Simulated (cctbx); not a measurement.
# NiHg14Mo: as given, inverted or twinned?

Space group Amm2 (no. 38), a = 10.0340 Å, b = 6.3510 Å, c = 10.9830 Å, α = 90.00°, β = 90.00°, γ = 90.00°.

```
atom  mult.       x       y       z  Ueq (Å²)
 Hg1      4  0.7463     1/2  0.3298    0.0150
 Hg2      4  0.7446     1/2  0.8246    0.0167
 Hg3      8  0.7278  0.7491  0.0909    0.0238
 Hg4      4       0  0.7494  0.9179    0.0150
 Hg5      4     1/2  0.7544  0.9158    0.0210
 Hg6      2       0     1/2  0.1649    0.0198
 Hg7      2       0     1/2  0.6690    0.0159
 Mo1      2     1/2     1/2  0.1716    0.0224
 Ni1      2     1/2     1/2  0.6685    0.0260
```

The model is made up (kin elements in a known structure type, no relaxation), so it says nothing on whether the phase exists.

Data sets are simulated with cctbx and refined with Bijvoet mates kept apart; Flack x is then fitted as the share of an inverted twin with the atoms fixed, Hooft y from the Bijvoet differences. The group is acentric but holds improper operations, so there is an absolute structure (orientation) and no hand.

Untwinned crystal. What Flack and Hooft values should come out?

```
  λ (Å)  extinction (unmodelled)  d min (Å)  top counts  error (%)     model      R1  Flack x  s.u.  Hooft y   s.u.  pairs
0.71073                      0.3       0.77       20000          2  as given  0.0230    -0.06  0.04   -0.057  0.027    435
0.71073                      0.3       0.77       20000          2  inverted  0.0359     1.13  0.05    1.163  0.033    435
1.54184                        0       0.83       70000          2  as given  0.0132    -0.02  0.05   -0.050  0.032    352
```

With Mo Kα, x is within 3 s.u. of 0, so the absolute structure is right. With Cu Kα, x is within 3 s.u. of 0, so the absolute structure is right, though an s.u. above 0.04 can't exclude a small twin share. Inverting the model turns x into about 1 − x.

A further crystal gives:

| λ (Å) | extinction (unmodelled) | d min (Å) | top counts | error (%) | model | R1 | Flack x | s.u. | Hooft y | s.u. | pairs |
| --- | --- | --- | --- | --- | --- | --- | --- | --- | --- | --- | --- |
| 0.71073 | 0 | 0.77 | 70000 | 1.5 | as given | 0.0273 | 0.81 | 0.02 | 0.812 | 0.014 | 438 |

**Question.** What is it?

It was simulated as an inversion twin with a fraction 0.8 of the inverted domain. Flack x is over 3 s.u. from both 0 and 1 and reads that fraction.

[Logs are printed without paths, hosts, clocks, repeated set-up lines and the standing remarks that a program may print on its own settings, such as how far it seeks lower states.]
